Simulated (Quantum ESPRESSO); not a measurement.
# Wannier-interpolated electron–phonon scattering in TiC (Fm-3m), part 4 of 6

Wanted: λ, Tc and ρ(T) of TiC (Fm-3m) from Quantum ESPRESSO and EPW.

Quantum ESPRESSO 7.5; DFT PBE, scalar-relativistic, plane waves, PseudoDojo 0.4.1 norm-conserving pseudopotentials.

So far, coupling constant λ: step 8 (coupling and Tc: fine k 16×16×16, q 8×8×8, width 0.15 eV …) 0.240. Also resistivity at 300 K (μΩ cm): step 9 (resistivity: fine k 20×20×20, q 10×10×10, adaptive width …) 24.1.

## 10. Resistivity, input with a fault, fine q mesh 8×8×8, fine mesh 8×8×8

Another input is tried.

bad.in reads:

```
--
&inputepw
   prefix = 'x'
   outdir = './tmp'
   dvscf_dir = './save'
   elph = .true.
   etf_mem = 1
   nbndsub = 10
   bands_skipped = 'exclude_bands = 1-4'
   use_ws = .true.
   vme = 'wannier'
   asr_typ = 'crystal'
   nk1 = 9
   nk2 = 9
   nk3 = 9
   nq1 = 3
   nq2 = 3
   nq3 = 3
   amass(1) = 47.867
   amass(2) = 12.011
   epwwrite = .false.
   epwread = .true.
   wannierize = .false.
   nkf1 = 8
   nkf2 = 8
   nkf3 = 8
   nqf1 = 8
   nqf2 = 8
   nqf3 = 8
   mp_mesh_k = .true.
   scattering = .true.
   iterative_bte = .true.
   epmatkqread = .false.
   assume_metal = .true.
   int_mob = .false.
   carrier = .false.
   ngaussw = -99
   mob_maxiter = 200
   broyden_beta = 0.7
   fsthick = 0.32
   degaussw = 0.0
   nstemp = 6
   temps = 150 200 273 300 400 500
   restart = .false.
   selecqread = .false.
/
```

Command:

```bash
> OMP_NUM_THREADS=1 mpirun -n 8 epw.x -nk 8 -in bad.in > bad.out
```

Output:

```text
[the first part of the log is left out]
     =============================================================================================
     Start solving iterative Boltzmann Transport Equation
     =============================================================================================
     Iteration number:         1
     =============================================================================================
       Temp     Fermi        DOS        Population SR                 Conductivity
        [K]      [eV]    [states/Ry] [carriers per cell]               [Ohm.cm]^-1
     =============================================================================================
      150.000  14.6857   0.27380E-02   0.00000E+00    0.328846E+05   -0.280419E-11    0.140209E-11
                                       0.37507E-14   -0.280419E-11    0.328846E+05    0.290676E-15
                                       0.00000E+00    0.140239E-11    0.290676E-15    0.328846E+05
      200.000  14.6831   0.34868E-01   0.00000E+00    0.281067E+05   -0.239578E-11    0.119775E-11
                                       0.31929E-14   -0.239578E-11    0.281067E+05   -0.290676E-15
                                       0.00000E+00    0.119804E-11    0.000000E+00    0.281067E+05
      273.000  14.6792   0.17457E+01   0.00000E+00    0.209933E+05   -0.178738E-11    0.893692E-12
                                       0.24160E-14   -0.178738E-11    0.209933E+05   -0.581352E-15
                                       0.00000E+00    0.893692E-12    0.000000E+00    0.209933E+05
      300.000  14.6777   0.71539E+01   0.00000E+00    0.188251E+05   -0.160036E-11    0.800180E-12
                                       0.20842E-14   -0.160036E-11    0.188251E+05    0.116270E-14
                                       0.00000E+00    0.799017E-12   -0.116270E-14    0.188251E+05
      400.000  14.6724   0.12743E+02   0.00000E+00    0.131027E+05   -0.108846E-11    0.544231E-12
                                       0.14249E-14   -0.108846E-11    0.131027E+05   -0.139525E-13
                                       0.00000E+00    0.544231E-12   -0.930163E-14    0.131027E+05
      500.000  14.6680   0.18844E+00   0.00000E+00    0.101878E+05   -0.775233E-12    0.401569E-12
                                       0.10437E-14   -0.775233E-12    0.101878E+05   -0.279049E-13
                                       0.00000E+00    0.392268E-12   -0.372065E-13    0.101878E+05
                                                      0.328846E+05    Max error
     [...]
     Iteration number:        15
     =============================================================================================
       Temp     Fermi        DOS        Population SR                 Conductivity
        [K]      [eV]    [states/Ry] [carriers per cell]               [Ohm.cm]^-1
     =============================================================================================
      150.000  14.6857   0.27380E-02   0.00000E+00    0.334084E+05   -0.284899E-11    0.142442E-11
                                       0.37550E-14   -0.284899E-11    0.334084E+05    0.436014E-15
                                       0.00000E+00    0.142457E-11   -0.290676E-15    0.334084E+05
      200.000  14.6831   0.34868E-01   0.00000E+00    0.285219E+05   -0.243209E-11    0.121590E-11
                                       0.31981E-14   -0.243209E-11    0.285219E+05    0.290676E-15
                                       0.00000E+00    0.121619E-11    0.290676E-15    0.285219E+05
      273.000  14.6792   0.17457E+01   0.00000E+00    0.212717E+05   -0.181116E-11    0.905435E-12
                                       0.24212E-14   -0.181116E-11    0.212717E+05    0.872028E-15
                                       0.00000E+00    0.905144E-12   -0.116270E-14    0.212717E+05
      300.000  14.6777   0.71539E+01   0.00000E+00    0.190658E+05   -0.162004E-11    0.810603E-12
                                       0.21432E-14   -0.162004E-11    0.190658E+05   -0.116270E-14
                                       0.00000E+00    0.809440E-12   -0.116270E-14    0.190658E+05
      400.000  14.6724   0.12743E+02   0.00000E+00    0.132506E+05   -0.109665E-11    0.550651E-12
                                       0.14249E-14   -0.109665E-11    0.132506E+05    0.139525E-13
                                       0.00000E+00    0.546000E-12   -0.465082E-14    0.132506E+05
      500.000  14.6680   0.18844E+00   0.00000E+00    0.102880E+05   -0.793166E-12    0.396583E-12
                                       0.10438E-14   -0.793166E-12    0.102880E+05    0.000000E+00
                                       0.00000E+00    0.396583E-12    0.000000E+00    0.102880E+05
                                                      0.732907E-06    Max error
```

The job ended after 48 s (8 MPI ranks of Arm Neoverse N1, shared host; 6.3 min of CPU time).

Numbers from this step:

| Quantity | Value |
| --- | --- |
| iterations | 15 |
| resistivity at 300 K | 52.45 μΩ cm |

Resistivity, by row:

```
T (K)  rho_xx (μΩ cm)  rho_yy  rho_zz  relaxation-time approximation, mean of the axes (μΩ cm)
  150           29.93   29.93   29.93                                                    26.61
  200           35.06   35.06   35.06                                                     31.3
  273           47.01   47.01   47.01                                                    42.22
  300           52.45   52.45   52.45                                                     47.2
  400           75.47   75.47   75.47                                                    68.42
  500            97.2    97.2    97.2                                                    88.94
```

This input has a fine mesh far too coarse, and its ρ(300 K) = 52.4 μΩ cm is no result.

Between step 9 and this run (fine q mesh 8×8×8 and fine mesh 8×8×8) the value for the resistivity at 300 K moves from 24.1 μΩ cm to 52.4 μΩ cm (+118 %).

## 11. Resistivity: fine k 26×26×26, q 13×13×13, adaptive width, window 0.32 eV

At these temperatures only states within a few k_B T of the Fermi level carry current, so the mesh must be dense; it is refined.

bte-2.in, as its differences from bad.in of step 10:

```diff
@@ -23,8 +23,8 @@
    wannierize = .false.
-   nkf1 = 8
-   nkf2 = 8
-   nkf3 = 8
-   nqf1 = 8
-   nqf2 = 8
-   nqf3 = 8
+   nkf1 = 26
+   nkf2 = 26
+   nkf3 = 26
+   nqf1 = 13
+   nqf2 = 13
+   nqf3 = 13
    mp_mesh_k = .true.
```

Command:

```bash
> OMP_NUM_THREADS=1 mpirun -n 8 epw.x -nk 8 -in bte-2.in > bte-2.out
```

Output:

```text
[the first part of the log is left out]
     =============================================================================================
     Start solving iterative Boltzmann Transport Equation
     =============================================================================================
     Iteration number:         1
     =============================================================================================
       Temp     Fermi        DOS        Population SR                 Conductivity
        [K]      [eV]    [states/Ry] [carriers per cell]               [Ohm.cm]^-1
     =============================================================================================
      150.000  14.7381   0.96154E-04   0.88818E-15    0.650274E+05    0.744040E-13   -0.745584E-13
                                      -0.44514E-14    0.223221E-12    0.650274E+05   -0.149941E-12
                                       0.62069E-14    0.223239E-12    0.150588E-12    0.650274E+05
      200.000  14.7360   0.28568E-03   0.00000E+00    0.606572E+05    0.111638E-12    0.369885E-13
                                       0.17764E-14    0.581352E-15    0.606572E+05   -0.595604E-12
                                      -0.88818E-15   -0.112201E-12    0.150062E-12    0.606572E+05
      273.000  14.7331   0.50748E-02  -0.34694E-17    0.488644E+05   -0.744131E-13    0.744857E-13
                                      -0.45016E-15    0.114454E-14    0.488644E+05    0.299914E-12
                                      -0.86595E-15    0.732186E-13    0.593579E-12    0.488644E+05
      300.000  14.7321   0.14128E-01   0.00000E+00    0.448327E+05    0.908363E-17   -0.369159E-13
                                      -0.31329E-14    0.148817E-12    0.448327E+05    0.297407E-12
                                      -0.26888E-14   -0.374949E-13   -0.149098E-12    0.448327E+05
      400.000  14.7285   0.45355E+00  -0.43715E-15    0.335023E+05    0.186033E-13   -0.180583E-13
                                       0.24286E-15   -0.749853E-13    0.335023E+05   -0.261890E-12
                                       0.20361E-14    0.555191E-13   -0.259428E-12    0.335023E+05
      500.000  14.7255   0.42048E+01   0.00000E+00    0.265826E+05   -0.462902E-13    0.915630E-14
                                      -0.47141E-15   -0.114681E-14    0.265826E+05   -0.566864E-13
                                      -0.86042E-15    0.651092E-13    0.128915E-12    0.265826E+05
                                                      0.650274E+05    Max error
     [...]
     Iteration number:        16
     =============================================================================================
       Temp     Fermi        DOS        Population SR                 Conductivity
        [K]      [eV]    [states/Ry] [carriers per cell]               [Ohm.cm]^-1
     =============================================================================================
      150.000  14.7381   0.96154E-04  -0.17764E-14    0.662090E+05   -0.222376E-12    0.221313E-12
                                      -0.44051E-15    0.152037E-12    0.662090E+05   -0.892830E-12
                                       0.57837E-14    0.220914E-12    0.297616E-12    0.662090E+05
      200.000  14.7360   0.28568E-03   0.00000E+00    0.618236E+05   -0.186015E-12    0.373519E-13
                                      -0.10842E-18   -0.223239E-12    0.618236E+05   -0.298756E-12
                                       0.00000E+00    0.186015E-12    0.299324E-12    0.618236E+05
      273.000  14.7331   0.50748E-02   0.88818E-15    0.498152E+05    0.372065E-13    0.111765E-12
                                       0.24423E-14   -0.109839E-12    0.498152E+05   -0.337066E-12
                                       0.69421E-15    0.109857E-12    0.558625E-12    0.498152E+05
      300.000  14.7321   0.14128E-01   0.88818E-15    0.457013E+05    0.000000E+00    0.342998E-13
                                       0.15526E-14    0.116270E-14    0.457013E+05    0.261917E-12
                                       0.33149E-14   -0.116270E-14   -0.334568E-12    0.457013E+05
      400.000  14.7285   0.45355E+00  -0.44409E-15    0.341315E+05   -0.182944E-13    0.185306E-13
                                       0.90878E-15    0.291812E-15    0.341315E+05    0.363209E-13
                                      -0.66809E-15    0.182956E-13    0.185124E-12    0.341315E+05
      500.000  14.7255   0.42048E+01   0.00000E+00    0.270651E+05    0.931072E-14   -0.860219E-14
                                      -0.12634E-14   -0.741496E-13    0.270651E+05    0.168687E-12
                                      -0.21641E-15   -0.901096E-14   -0.204200E-13    0.270651E+05
                                                      0.338030E-06    Max error
```

The job ended after 10 min (8 MPI ranks; 80 min of CPU time).

Numbers from this step:

```yaml
iterations: 16
resistivity_at_300_k: 21.88 μΩ cm
```

Resistivity, by row:

```
T (K)  rho_xx (μΩ cm)  rho_yy  rho_zz  relaxation-time approximation, mean of the axes (μΩ cm)
  150            15.1    15.1    15.1                                                    13.87
  200           16.18   16.18   16.18                                                    14.81
  273           20.07   20.07   20.07                                                    18.38
  300           21.88   21.88   21.88                                                    20.05
  400            29.3    29.3    29.3                                                    26.93
  500           36.95   36.95   36.95                                                    34.08
```

ρ(300 K) = 21.9 μΩ cm, against 24.1 before (-9 %); the relaxation-time start gave 20.0. The largest adaptive width printed is 0.32 eV, against a window of 0.32 eV outside which no state is counted.

## 12. Coupling and Tc: fine k 26×26×26, q 13×13×13, width 0.1 eV, window 0.41 eV

The sum is repeated with other meshes, delta width and window to test it.

a2f-2.in reads:

```
--
&inputepw
   prefix = 'x'
   outdir = './tmp'
   dvscf_dir = './save'
   elph = .true.
   etf_mem = 1
   nbndsub = 10
   bands_skipped = 'exclude_bands = 1-4'
   use_ws = .true.
   vme = 'wannier'
   asr_typ = 'crystal'
   nk1 = 9
   nk2 = 9
   nk3 = 9
   nq1 = 3
   nq2 = 3
   nq3 = 3
   amass(1) = 47.867
   amass(2) = 12.011
   epwwrite = .false.
   epwread = .true.
   wannierize = .false.
   nkf1 = 26
   nkf2 = 26
   nkf3 = 26
   nqf1 = 13
   nqf2 = 13
   nqf3 = 13
   mp_mesh_k = .true.
   ephwrite = .true.
   eliashberg = .true.
   liso = .true.
   limag = .true.
   tc_linear = .true.
   tc_linear_solver = 'lapack'
   fsthick = 0.41
   degaussw = 0.1
   degaussq = 0.5
   nqstep = 500
   muc = 0.13
   wscut = 0.3
   nsiter = 500
   nstemp = 7
   temps = 0.5 1.0 2.0 4.0 8.0 16.0 32.0
/
```

Command:

```bash
> OMP_NUM_THREADS=1 mpirun -n 8 epw.x -nk 8 -in a2f-2.in > a2f-2.out
```

Output:

```text
[the first part of the log is left out]
            Electron smearing (eV) =    0.100000000000000D+00
                 Fermi window (eV) =    0.410000000000000D+00
     Finish writing .ephmat files
     ===================================================================
     Memory usage:  VmHWM =        79Mb
                   VmPeak =       554Mb
     ===================================================================
     Finish writing dos file x.dos
     Finish writing phdos files x.phdos and x.phdos_proj
     ===================================================================
     Solve isotropic Eliashberg equations
     ===================================================================
     Finish reading freq file
                  Fermi level (eV) =     1.4732997225E+01
     DOS(states/spin/eV/Unit Cell) =     1.4660344302E-01
            Electron smearing (eV) =     1.0000000000E-01
                 Fermi window (eV) =     4.1000000000E-01
     Nr irreducible k-points within the Fermi shell =        69 out of       511
           3 bands within the Fermi window
     Finish reading egnv file
     Max nr of q-points =       224
     Finish reading ikmap files
     Start reading .ephmat files
     Finish reading .ephmat files
     a2f file is not found to estimate initial gap: calculating a2f files
     Finish reading a2f file
     Electron-phonon coupling strength =    0.2312084
     Estimated Tc using McMillan expression =   0.0001 K for muc =   0.1300
     Estimated Tc using Allen-Dynes modified McMillan expression =   0.0001 K
     Estimated Tc using SISSO machine learning model =   0.0001 K
     Estimated w_log =  48.3285 meV
     Estimated BCS superconducting gap using McMillan Tc =   0.0000 meV
     WARNING WARNING WARNING
     The code may crash since tempsmin =    0.500 K is larger than McMillan Tc =     0.000 K
     Start: Solving (isotropic) linearized Eliashberg equation with solver = lapack
     For the first Temp.    0.50  K
       Total number of frequency points nsiw(     1) =   1108
       Cutoff frequency wscut =     0.3001
     Superconducting transition temp. Tc is the one which has Max. eigenvalue close to 1
      -----------------------------------------------------------------
             Temp.       Max.         nsiw     wscut    Nr. of iters
             (K)       eigenvalue    (itemp)   (eV)      to Converge
      -----------------------------------------------------------------
             0.50      0.5135944     1108      0.3001        1
             1.00      0.4440969      554      0.3002        1
             2.00      0.3748850      277      0.3005        1
             4.00      0.3063914      139      0.3021        1
             8.00      0.2377230       69      0.3010        1
            16.00      0.1716884       35      0.3075        1
            32.00      0.1050068       17      0.3032        1
      -----------------------------------------------------------------
     Finish: Solving (isotropic) linearized Eliashberg equation
```

It took 12 min on 8 MPI ranks.

This step gave:

* coupling constant λ: 0.2312
* log mean phonon energy ħω_log: 48.33 meV
* density of states at the Fermi level: 0.1466 states/eV a spin and cell
* Fermi level on the fine mesh: 14.73 eV

The a2F has structure finer than the step of the table below, so its rows give means over 2.5 meV, whole bins alone (the curve runs from 0.203 to 101 meV). Peaks (meV: height): 35.10: 0.228, 63.51: 0.905, 70.00: 0.261, 73.25: 0.259.

Table of a2F by phonon energy; means over each step:

phonon energy (meV), a2F and a bar:
```
      2.5      0.000 
      5.0      0.001 
      7.5      0.004 
     10.0      0.002 
     12.5      0.011 #
     15.0      0.005 
     17.5      0.009 
     20.0      0.014 #
     22.5      0.011 #
     25.0      0.016 #
     27.5      0.021 #
     30.0      0.042 ##
     32.5      0.069 ###
     35.0      0.173 #########
     37.5      0.073 ####
     40.0      0.040 ##
     42.5      0.055 ###
     45.0      0.032 ##
     47.5      0.021 #
     50.0      0.009 
     52.5      0.000 
     55.0      0.000 
     57.5      0.000 
     60.0      0.002 
     62.5      0.372 ##################
     65.0      0.608 ##############################
     67.5      0.164 ########
     70.0      0.206 ##########
     72.5      0.171 ########
     75.0      0.127 ######
     77.5      0.092 #####
     80.0      0.056 ###
     82.5      0.027 #
     85.0      0.021 #
     87.5      0.002 
     90.0      0.000
```

λ = 0.231 and ħω_log = 48.3 meV, against 0.240 and 46.2 with fine k 16×16×16, q 8×8×8, width 0.15 eV (-4 % in λ). The eigenvalue stays under 1 down to 0.5 K.

[end of part 4 of 6]

[The logs of pw.x and epw.x are selected lines.]

[Logs are printed without paths, hosts, clocks, repeated set-up lines and the standing remarks that a program may print on its own settings, such as how far it seeks lower states.]

[Hosts, paths, dates, database ids (printed as entryN), source tags and the programs' standing remarks are cut or masked in the printed files.]
